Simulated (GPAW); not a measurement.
# Calculated records

## A GW chain in GPAW: SiCCl2 (chair-type functionalised monolayer)

The cell holds 4 atoms: 1 C, 1 Si and 2 Cl. Its edges and angles: a = 3.207 Å, b = 3.207 Å, c = 15.300 Å, α = 90.0°, β = 90.0°, γ = 120.0°. Vacuum lies along c.

| Item | Value |
| --- | --- |
| method | DFT, LDA, plane waves, PAW (and 1 further level or step) |
| program | GPAW 26.7.0 |
| settings of one run | cutoff 700 eV, GPAW PAW setups 1.2.1 data release, 9×9×1 k-mesh |
| cost | 5 runs, 5.5 min in all on 4 MPI ranks of Arm Neoverse V1, shared host (the runs of this entry) |
| notes | Values taken over the cell’s volume include its vacuum. The start is a generated structure, not a measured one. Bands and cutoff are finite, so the gap is not at the basis limit. The miss can reach some tenths of an eV and take either sign; the mesh is an error of its own. |
| LDA gap | 2.09 eV, direct |
| G0W0 gap on the mesh | 4.58 eV |
| GW settings | 9×9×1 mesh, 102 bands, screening to 48 eV, full frequency, Hilbert transform |
| known limits | not at the basis limit |

G0W0 moves the gap on the mesh from 2.09 eV to 4.58 eV (+2.49 eV), with Z of 0.81 and 0.83 at the edges. Only 1 of the mesh's irreducible points was corrected, so a valley elsewhere could overtake.

[Runs of the session that timed out or met a known fault of the program may be left out.]

[Hosts, paths, dates, database ids (printed as entryN), source tags and the programs' standing remarks are cut or masked in the printed files.]
